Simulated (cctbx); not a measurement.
# A crystallographic session in cctbx: CoP2Pt

Library: cctbx 2025.11. The data are simulated by the first script.

## 1. Simulate the data

run.py:

```python
from cctbx import adptbx, crystal, miller, sgtbx, xray
from cctbx.array_family import flex
from iotbx.shelx import hklf
from scitbx import matrix
import scitbx.random

cs = crystal.symmetry(unit_cell=(3.237, 3.237, 11.144, 90, 90, 120), space_group_symbol='Hall: -P 6c 2c')  # P6_3/mmc
atoms = [  # label, site, U (iso, or U11 U22 U33 U12 U13 U23 in A^2), occupancy
    ("Pt1", (0, 0, 0.75), (0.0087, 0.0087, 0.0110, 0.0043, 0.0000, 0.0000), 1),
    ("Co1", (0, 0, 0.5), (0.0206, 0.0206, 0.0175, 0.0103, -0.0000, 0.0000), 1),
    ("P1", (1/3, 2/3, 0.3886), (0.0156, 0.0156, 0.0160, 0.0078, 0.0000, 0.0000), 1),
]
xs = xray.structure(crystal_symmetry=cs)
for label, site, u, occ in atoms:
    u = adptbx.u_cif_as_u_star(cs.unit_cell(), u) if isinstance(u, tuple) else u
    xs.add_scatterer(xray.scatterer(label, site=site, u=u, occupancy=occ))
xs.set_inelastic_form_factors(0.71073, "sasaki")
xs.show_summary()
p1 = xs.expand_to_p1()
ms = miller.build_set(p1, anomalous_flag=True, d_min=0.75)
flex.set_random_seed(793442)
scitbx.random.set_random_seed(793442)
ms = ms.select(flex.random_double(ms.size()) < 0.95)
i = ms.structure_factors_from_scatterers(p1, algorithm="direct").f_calc().as_intensity_array().data()
i = i / flex.sqrt(1 + 0.3 * i / flex.max(i))  # extinction
i = i * 5000 / flex.max(i)
sig = flex.sqrt(i + flex.pow2(0.06 * i) + 8 ** 2)
noise = scitbx.random.variate(scitbx.random.normal_distribution())(i.size())
data = ms.array(data=i + sig * noise, sigmas=sig).set_observation_type_xray_intensity()
with open("data.hkl", "w") as f:
    data.export_as_shelx_hklf(f)
print("reflections written:", data.size(), " <I/sigma> = %.1f" % flex.mean(data.data() / data.sigmas()))
for h, a, b in list(data.sort("data"))[:12]:
    print("%4d%4d%4d %9.1f %7.1f" % (h + (a, b)))
```

```console
$ python run.py
```

```text
Number of scatterers: 3
At special positions: 3
Unit cell: (3.237, 3.237, 11.144, 90, 90, 120)
Space group: P 63/m m c (No. 194)
reflections written: 963  <I/sigma> = 8.1
   0  -1  -4    5488.5   308.3
   1   0   4    5440.3   308.3
   0  -1   4    5417.7   308.3
   1  -1  -4    5236.5   308.3
   2  -1   0    5106.1   306.6
   0   1   4    5047.1   308.3
   1   1   0    5028.5   306.6
  -1   2   0    4995.9   306.6
  -1   0   4    4953.3   308.3
  -1   0  -4    4942.5   308.3
  -1   1  -4    4932.1   308.3
  -2   1   0    4925.6   306.6
```

Run time: 0.23 s on 1 thread of Arm Neoverse V2, with other jobs on the host, peak memory 0.07 GiB.

## 2. Refinement (right model, isotropic)

run.py:

```python
import math
from cctbx import adptbx, crystal, maptbx, sgtbx, xray
from cctbx.array_family import flex
from cctbx.xray import observations
from iotbx.shelx import hklf
from scitbx.lstbx import normal_eqns_solving
from smtbx import absolute_structure, utils
from smtbx.refinement import constraints, least_squares

cs = crystal.symmetry(unit_cell=(3.237, 3.237, 11.144, 90, 90, 120), space_group_symbol='Hall: -P 6c 2c')  # P6_3/mmc
atoms = [  # label, site, U (iso, or U11 U22 U33 U12 U13 U23 in A^2), occupancy
    ("Pt1", (0, 0, 0.75), 0.0200, 1),
    ("Co1", (0, 0, 0.5), 0.0200, 1),
    ("P1", (1/3, 2/3, 0.3897), 0.0200, 1),
]
xs = xray.structure(crystal_symmetry=cs)
for label, site, u, occ in atoms:
    u = adptbx.u_cif_as_u_star(cs.unit_cell(), u) if isinstance(u, tuple) else u
    xs.add_scatterer(xray.scatterer(label, site=site, u=u, occupancy=occ))
xs.set_inelastic_form_factors(0.71073, "sasaki")
raw = hklf.reader(file_name="data.hkl").as_miller_arrays(crystal_symmetry=cs, anomalous=True)[0]
merged = raw.eliminate_sys_absent().merge_equivalents()
fo2 = merged.array().set_observation_type_xray_intensity()
print("Rint %.3f, %d unique reflections to %.2f A" % (merged.r_int(), fo2.size(), fo2.d_min()))
for sc in xs.scatterers():
    sc.flags.set_grad_site(True)
    sc.flags.set_grad_u_aniso(sc.flags.use_u_aniso())
    sc.flags.set_grad_u_iso(sc.flags.use_u_iso())
obs = fo2.as_xray_observations()
extra = {}
rep = constraints.reparametrisation(xs, [], utils.connectivity_table(xs), **extra)
ls = least_squares.crystallographic_ls(obs, rep, weighting_scheme=least_squares.mainstream_shelx_weighting(a=0, b=0))
print("cycle     R1     wR2    GooF  max shift (A)")
for cycle in range(8):
    ls.build_up()
    r1, wr2, goof = ls.r1_factor(cutoff_factor=2)[0], ls.wR2(), ls.goof()
    old = xs.sites_cart()
    normal_eqns_solving.levenberg_marquardt_iterations(ls, n_max_iterations=3, tau=1e-06, step_threshold=1e-7)
    big = flex.max((xs.sites_cart() - old).norms())
    print("%4d %7.4f %7.4f %7.3f %9.5f" % (cycle + 1, r1, wr2, goof, big))
    ls.build_up(objective_only=True)
    if abs(ls.wR2() - wr2) < 5e-5 and big < 5e-4:
        break
ls.build_up()
print("final R1 %.4f wR2 %.4f GooF %.3f  parameters %d  data/parameter %.1f" % (ls.r1_factor(cutoff_factor=2)[0], ls.wR2(), ls.goof(), ls.n_parameters, fo2.size() / ls.n_parameters))
cov = ls.covariance_matrix_and_annotations()
su = dict(zip(cov.annotations, (math.sqrt(max(v, 0)) for v in cov.matrix.matrix_packed_u_diagonal())))
a2 = cs.unit_cell().reciprocal_parameters()[0] ** -2
print("atom        x        y        z      Ueq    occ   su(xyz)  su(Uiso or U11)")
for sc in xs.scatterers():
    s = max(su.get(sc.label + k, 0) for k in (".x", ".y", ".z"))
    npd = "" if sc.is_positive_definite_u(cs.unit_cell()) else "  NPD"
    print("%-5s %8.5f %8.5f %8.5f %8.4f %6.3f %8.5f %7.4f%s" % ((sc.label,) + sc.site + (sc.u_iso_or_equiv(cs.unit_cell()), sc.occupancy, s, su.get(sc.label + ".uiso", su.get(sc.label + ".u11", 0) * a2), npd)))
fo = fo2.f_sq_as_f()
fc = fo.structure_factors_from_scatterers(xs, algorithm="direct").f_calc()
diff = fo.f_obs_minus_f_calc(1 / math.sqrt(ls.scale_factor()), fc).average_bijvoet_mates()
m = diff.fft_map(symmetry_flags=maptbx.use_space_group_symmetry, resolution_factor=0.25).apply_volume_scaling()
print("difference map: max %.2f min %.2f rms %.2f" % (m.statistics().max(), m.statistics().min(), m.statistics().sigma()))
peaks = m.peak_search(parameters=maptbx.peak_search_parameters(min_distance_sym_equiv=0.6, max_clusters=6)).all()
near = xs.closest_distances(peaks.sites(), distance_cutoff=4)
sps = cs.special_position_settings(min_distance_sym_equiv=0.5)
for k, (x, h) in enumerate(zip(peaks.sites(), peaks.heights())):
    ss = sps.site_symmetry(x)
    print("Q%-3d %7.4f %7.4f %7.4f %4d %7.2f  %.2f A from %s" % ((k + 1,) + tuple(t % 1 for t in ss.exact_site()) + (ss.multiplicity(), h, near.smallest_distances[k], xs.scatterers()[near.i_seqs[k]].label)))
```

```console
$ python run.py
```

```text
Rint 0.053, 69 unique reflections to 0.76 A
cycle     R1     wR2    GooF  max shift (A)
   1  0.1097  0.2444   9.411   0.01624
   2  0.0268  0.0555   2.137   0.00000
final R1 0.0268 wR2 0.0555 GooF 2.137  parameters 4  data/parameter 17.2
atom        x        y        z      Ueq    occ   su(xyz)  su(Uiso or U11)
Pt1    0.00000  0.00000  0.75000   0.0088  1.000  0.00000  0.0004
Co1    0.00000  0.00000  0.50000   0.0196  1.000  0.00000  0.0008
P1     0.33333  0.66667  0.38824   0.0144  1.000  0.00055  0.0009
difference map: max 2.85 min -2.86 rms 0.48
Q1    0.0000  0.0000  0.2068    4    3.03  0.48 A from Pt1
Q2    0.1863  0.5932  0.6881   12    0.88  1.69 A from P1
Q3    0.3333  0.6667  0.0545    4    0.88  0.64 A from P1
Q4    0.1778  0.3556  0.7074   12    0.81  1.10 A from Pt1
Q5    0.1381  0.5691  0.1870   12    0.80  1.00 A from P1
Q6    0.2581  0.5163  0.5492   12    0.80  1.55 A from Co1
```

Time: 0.38 s.

## 3. Refinement (right model, anisotropic)

run.py, as its changes from the last script of this kind:

```diff
@@ -12,3 +12,3 @@
-    ("Pt1", (0, 0, 0.75), 0.0200, 1),
-    ("Co1", (0, 0, 0.5), 0.0200, 1),
-    ("P1", (1/3, 2/3, 0.3897), 0.0200, 1),
+    ("Pt1", (0, 0, 0.75), 0.0088, 1),
+    ("Co1", (0, 0, 0.5), 0.0196, 1),
+    ("P1", (1/3, 2/3, 0.38824), 0.0144, 1),
@@ -20,0 +21 @@
+xs.convert_to_anisotropic()
```

```console
$ python run.py
```

```text
Rint 0.053, 69 unique reflections to 0.76 A
cycle     R1     wR2    GooF  max shift (A)
   1  0.0268  0.0555   2.189   0.00097
   2  0.0189  0.0339   1.335   0.00000
final R1 0.0189 wR2 0.0339 GooF 1.335  parameters 7  data/parameter 9.9
atom        x        y        z      Ueq    occ   su(xyz)  su(Uiso or U11)
Pt1    0.00000  0.00000  0.75000   0.0087  1.000  0.00000  0.0003
Co1    0.00000  0.00000  0.50000   0.0196  1.000  0.00000  0.0008
P1     0.33333  0.66667  0.38815   0.0144  1.000  0.00035  0.0008
difference map: max 0.78 min -2.12 rms 0.38
Q1    0.2481  0.4962  0.6937   12    0.83  1.53 A from Pt1
Q2    0.3333  0.6667  0.0607    4    0.76  0.57 A from P1
Q3    0.2563  0.5126  0.5522   12    0.71  1.55 A from Co1
Q4    0.3333  0.6667  0.1961    4    0.68  0.94 A from P1
Q5    0.2118  0.4236  0.1946   12    0.57  1.15 A from P1
Q6    0.0153  0.5077  0.2139   12    0.54  1.45 A from P1
```

Time: 0.36 s.

## 4. Refinement

run.py, as its changes from the last script of this kind:

```diff
@@ -23 +23 @@
-merged = raw.eliminate_sys_absent().merge_equivalents()
+merged = raw.eliminate_sys_absent().resolution_filter(d_min=1.6).merge_equivalents()
@@ -35 +35 @@
-for cycle in range(8):
+for cycle in range(12):
```

```console
$ python run.py
```

```text
Rint 0.043, 10 unique reflections to 1.62 A
cycle     R1     wR2    GooF  max shift (A)
   1  0.0326  0.0604   3.445   0.01380
   2  0.0094  0.0226   1.287   0.00000
final R1 0.0094 wR2 0.0226 GooF 1.287  parameters 7  data/parameter 1.4
atom        x        y        z      Ueq    occ   su(xyz)  su(Uiso or U11)
Pt1    0.00000  0.00000  0.75000   0.0161  1.000  0.00000  0.0051
Co1    0.00000  0.00000  0.50000   0.0422  1.000  0.00000  0.0102
P1     0.33333  0.66667  0.38700   0.0111  1.000  0.00104  0.0101  NPD
difference map: max 0.28 min -0.12 rms 0.08
Q1    0.3333  0.6667  0.7500    2    0.28  1.87 A from Pt1
Q2    0.3333  0.6667  0.1857    4    0.11  0.81 A from P1
Q3    0.3333  0.6667  0.0015    4    0.10  1.24 A from P1
Q4    0.0000  0.0000  0.1805    4   -0.02  0.77 A from Pt1
Q5    0.0000  0.0000  0.0000    2   -0.11  0.00 A from Co1
```

Time: 0.37 s.

This run holds a fault made on purpose: data cut at low resolution.

## 5. Refinement

run.py, as its changes from the last script of this kind:

```diff
@@ -14,0 +15 @@
+    ("P2", (0.523, 0.972, 0.62), 0.0300, 1),
@@ -21 +21,0 @@
-xs.convert_to_anisotropic()
@@ -23 +23 @@
-merged = raw.eliminate_sys_absent().resolution_filter(d_min=1.6).merge_equivalents()
+merged = raw.eliminate_sys_absent().merge_equivalents()
```

```console
$ python run.py
```

```text
Rint 0.053, 69 unique reflections to 0.76 A
cycle     R1     wR2    GooF  max shift (A)
   1  0.2370  0.4052  15.979   0.08140
   2  0.0586  0.0986   3.889   0.11935
   3  0.0269  0.0559   2.204   0.03981
   4  0.0286  0.0584   2.303   0.08519
   5  0.0272  0.0562   2.216   0.02630
   6  0.0292  0.0610   2.406   0.07700
   7  0.0273  0.0570   2.249   0.00665
   8  0.0274  0.0570   2.249   0.00044
final R1 0.0274 wR2 0.0570 GooF 2.249  parameters 7  data/parameter 9.9
atom        x        y        z      Ueq    occ   su(xyz)  su(Uiso or U11)
Pt1    0.00000  0.00000  0.75000   0.0088  1.000  0.00000  0.0004
Co1    0.00000  0.00000  0.50000   0.0196  1.000  0.00000  0.0009
P1     0.33333  0.66667  0.38834   0.0145  1.000  0.00059  0.0010
P2     0.55590  1.11180  0.63054   1.0000  1.000  0.10131  0.2508
difference map: max 3.10 min -2.40 rms 0.49
Q1    0.0000  0.0000  0.2077    4    3.33  0.47 A from Pt1
Q2    0.2528  0.5055  0.5480   12    1.08  1.43 A from P2
Q3    0.2080  0.6040  0.6897   12    0.92  1.11 A from P2
Q4    0.1675  0.3349  0.7100   12    0.91  1.04 A from Pt1
Q5    0.0000  0.5000  0.0000    6    0.83  1.49 A from P2
Q6    0.1737  0.3474  0.2134   12    0.75  1.06 A from Pt1
```

Time: 0.72 s.

This run holds a fault made on purpose: spurious atom: P2.

## 6. Refinement

run.py, as its changes from the last script of this kind:

```diff
@@ -15 +14,0 @@
-    ("P2", (0.523, 0.972, 0.62), 0.0300, 1),
@@ -21 +20,2 @@
-xs.set_inelastic_form_factors(0.71073, "sasaki")
+xs.set_inelastic_form_factors(1.54184, "sasaki")
+xs.convert_to_anisotropic()
```

```console
$ python run.py
```

```text
Rint 0.053, 69 unique reflections to 0.76 A
cycle     R1     wR2    GooF  max shift (A)
   1  0.0431  0.0918   3.622   0.00318
   2  0.0196  0.0333   1.312   0.00000
final R1 0.0196 wR2 0.0333 GooF 1.312  parameters 7  data/parameter 9.9
atom        x        y        z      Ueq    occ   su(xyz)  su(Uiso or U11)
Pt1    0.00000  0.00000  0.75000   0.0072  1.000  0.00000  0.0003
Co1    0.00000  0.00000  0.50000   0.0124  1.000  0.00000  0.0007
P1     0.33333  0.66667  0.38795   0.0178  1.000  0.00034  0.0008
difference map: max 0.81 min -2.14 rms 0.35
Q1    0.2511  0.5022  0.5522   12    0.84  1.52 A from Co1
Q2    0.2471  0.4942  0.6929   12    0.82  1.52 A from Pt1
Q3    0.3333  0.6667  0.1982    4    0.69  0.96 A from P1
Q4    0.2222  0.4444  0.1833   12    0.53  1.01 A from P1
Q5    0.0652  0.5326  0.1989   12    0.50  1.23 A from P1
Q6    0.3333  0.6667  0.0574    4    0.45  0.61 A from P1
```

It took 0.36 s on 1 thread of Arm Neoverse V2 (shared host), peak memory 0.09 GiB.

This run holds a fault made on purpose: dispersion terms of the wrong wavelength.

[Logs are printed without paths, hosts, clocks, repeated set-up lines and the standing remarks that a program may print on its own settings, such as how far it seeks lower states.]
